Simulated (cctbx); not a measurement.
# Diagnosing a refinement

Cell a = 11.9350 Å, b = 3.6650 Å, c = 6.2340 Å, α = 90.00°, β = 105.77°, γ = 90.00°; space group C2/m (no. 12). The compound is Nd2B3Te2.

The data are simulated with cctbx, not measured: Mo Kα, λ = 0.71073 Å, to d = 0.8 Å, 70 % of the full sphere, strongest reflection 5000 counts, noise from counting, a 3 % proportional error and a noise floor of 2 counts (s.d.); no absorption.

An isotropic refinement with weights 1/σ² prints:

```text
Rint 0.032, 307 unique reflections to 0.80 A
cycle     R1     wR2    GooF  max shift (A)
   1  0.0464  0.1135   2.737   0.37476
  10  0.0187  0.0411   0.992   0.00047
final R1 0.0187 wR2 0.0411 GooF 0.992  parameters 14  data/parameter 21.9
atom        x        y        z      Ueq    occ   su(xyz)  su(Uiso or U11)
Nd1    0.39313  0.00000  0.17725   0.0088  1.000  0.00007  0.0002
Te1    0.15140  0.00000  0.38549   0.0131  1.000  0.00009  0.0002
B1     0.27913  0.00000  0.73845   0.0173  1.000  0.00176  0.0020
B2     0.00000  0.00000  0.50000   0.0222  1.000  0.00000  0.0031
B3     0.87736  0.27477 -0.28827   1.0000  1.000  0.07372  0.3038
difference map: max 0.93 min -1.23 rms 0.27
Q1    0.1159  0.3572  0.8307    8    0.97  0.53 A from Nd1
Q2    0.2169  0.2018  0.5327    8    0.85  1.27 A from Te1
Q3    0.2184  0.2617  0.0553    8    0.79  1.55 A from B1
Q4    0.0813  0.5000  0.4827    4    0.76  1.65 A from B3
Q5    0.1317  0.0000  0.7599    4    0.74  1.80 A from B1
Q6    0.0556  0.5000  0.9891    4    0.72  1.34 A from Nd1
```

Q: Accept it or mend it, and why?

Mend it. The fault: spurious atom: B3. Against the right model at the same level, R1 goes from 0.0186 to 0.0187 and GooF from 0.99 to 0.99 and B3 takes U = the program's ceiling. A site with no density behind it hides by a very large U or drifts.

The compound is Nd2B3Te2. The right model at the same level gives:

```text
Rint 0.032, 307 unique reflections to 0.80 A
cycle     R1     wR2    GooF  max shift (A)
   1  0.2188  0.4757  11.395   0.06286
   3  0.0186  0.0414   0.991   0.00000
final R1 0.0186 wR2 0.0414 GooF 0.991  parameters 10  data/parameter 30.7
atom        x        y        z      Ueq    occ   su(xyz)  su(Uiso or U11)
Nd1    0.39313  0.00000  0.17726   0.0089  1.000  0.00007  0.0002
Te1    0.15140  0.00000  0.38549   0.0131  1.000  0.00009  0.0002
B1     0.27918  0.00000  0.73810   0.0173  1.000  0.00175  0.0020
B2     0.00000  0.00000  0.50000   0.0221  1.000  0.00000  0.0031
difference map: max 0.87 min -1.22 rms 0.27
Q1    0.1162  0.3559  0.8305    8    0.91  0.54 A from Nd1
Q2    0.2165  0.2023  0.5321    8    0.82  1.27 A from Te1
Q3    0.0792  0.5000  0.4795    4    0.78  2.07 A from Nd1
Q4    0.2186  0.2616  0.0561    8    0.78  1.55 A from B1
Q5    0.1918  0.1862  0.1822    8    0.73  1.26 A from B1
Q6    0.1316  0.0000  0.7597    4    0.72  1.80 A from B1
```

The model is made up (kin elements in a known structure type, no relaxation), so it says nothing on whether the phase exists.

[Middle refinement cycles are left out of these outputs.]

[Logs are printed without paths, hosts, clocks, repeated set-up lines and the standing remarks that a program may print on its own settings, such as how far it seeks lower states.]
